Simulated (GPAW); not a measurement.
# Surface energy and work function of Sr(100) from slabs of 4 to 14 layers (LDA)

How do energy and work function of Sr(100) films settle with thickness, and what surface energy follows?

How it was computed: GPAW 26.7.0, plane waves at 450 eV with PAW setups; symmetric 1×1 slabs cut at the tabulated lattice constant (two decimals; low-temperature values for the alkali metals), atoms at bulk places, 7.5 Å of vacuum on each side, one in-plane mesh for all thicknesses, Fermi-Dirac smearing of 0.1 eV. Energies are extrapolated to zero smearing and count from the program's reference atoms. Functional LDA. The cell's area is 18.483 Å².

The runs, one held back:

| layers | energy (eV) | work function (eV) |
| --- | --- | --- |
| 4 | −6.7132 | 2.69 |
| 5 | −8.6214 | 2.69 |
| 6 | −10.5300 | 2.68 |
| 7 | −12.4393 | 2.68 |
| 8 | −14.3488 | 2.68 |
| 9 | −16.2579 | 2.68 |
| 10 | −18.1670 | 2.68 |
| 11 | −20.0759 | 2.68 |
| 12 | −21.9850 | 2.68 |
| 14 | ? | ? |

Q: What surface energy do these runs give, and what energy and work function should the 14-layer slab have?

Worked answer. A slab of n layers has E(n) = nε + 2Aγ once its middle is bulk-like. A line through n = 6 to 12 has the slope ε = −1.9092 eV a layer and the intercept 2Aγ = 0.9247 eV (r.m.s. residual 0.2 meV). So γ = 0.9247 / (2 × 18.483 Å²) = 0.0250 eV/Å² = 0.40 J/m², with a standard error of under 0.01 J/m² from the scatter about the line. For 14 layers: 0.9247 + 14 × (−1.9092) = −25.803 eV; the run gives −25.803 eV, 0.2 meV over the line. The work function has no such law: from 6 to 12 layers it stays at 2.68 eV, and the 14-layer slab gives 2.68 eV. The thinnest slab, 4 layers, lies +0.01 eV from that mean.

Caveats: The surfaces are unrelaxed, so γ is an upper bound for this functional and lattice constant. The tabulated lattice constant isn't the functional's own, which strains the slab a little.
